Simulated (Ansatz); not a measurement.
Consider RbMoF3 (cubic perovskite) (Pm-3m).

The structure was built from a prototype and need not be the compound's stable phase.

The structure is cubic, space group Pm-3m (No. 221). The conventional cell has a = 4.157 Å, b = 4.157 Å, c = 4.157 Å, α = 90.00°, β = 90.00°, γ = 90.00°. Rb has 12 F at 2.94 Å nearest. Nearest to Mo lie 6 F at 2.08 Å. Nearest to F lie 2 Mo at 2.08 Å and 4 Rb at 2.94 Å. Farther neighbours and most contacts between anions are not listed.

```cif
data_structure
_symmetry_space_group_name_H-M 'P 1'
_symmetry_Int_Tables_number 1
_cell_length_a 4.1568
_cell_length_b 4.1568
_cell_length_c 4.1568
_cell_angle_alpha 90.000
_cell_angle_beta 90.000
_cell_angle_gamma 90.000
_cell_volume 71.83
loop_
_atom_site_label
_atom_site_type_symbol
_atom_site_fract_x
_atom_site_fract_y
_atom_site_fract_z
_atom_site_occupancy
Rb1 Rb 0.00000 0.00000 0.00000 1
Mo2 Mo 0.50000 0.50000 0.50000 1
F3 F 0.50000 0.50000 0.00000 1
F4 F 0.50000 0.00000 0.50000 1
F5 F 0.00000 0.50000 0.50000 1
```

The structure was relaxed with LDA. The structure type comes from a generator and need not be one that this composition takes. The structure was generated from a model, not taken from a measurement. The runs that relaxed it are not among those shown. The program's search for lower electronic states was switched off, so nothing shows that the state found is the lowest. PAW set soft_2, made with PBE.

A constrained-RPA run (Ansatz 0.2.0; non-magnetic LDA; Mo t2g, bands v2 to c1, 4×4×4 mesh, medium accuracy) builds 3 functions on bands 2.0 eV wide, with 4.0 electrons in the window. The bare on-site interaction is 13.0 eV and the bare J 0.51 eV.

Q: Estimate U, U′ and J.

On the Mo t2g shell, U = 4.92 eV (38 % of the bare value), U′ = 4.17 eV, J = 0.36 eV.

The parent state is non-magnetic and the interaction static (zero frequency); U depends on the window and the orbitals, so it belongs to this model alone.

[Paths, hosts, dates, memory and timing lines, banners, echoed tables and standing remarks are left out of the program output.]

[Logs are printed without paths, hosts, clocks, repeated set-up lines and the standing remarks that a program may print on its own settings, such as how far it seeks lower states.]

[Runs of the session that timed out or met a known fault of the program may be left out.]

[Hosts, paths, dates, database ids (printed as entryN), source tags and the programs' standing remarks are cut or masked in the printed files.]
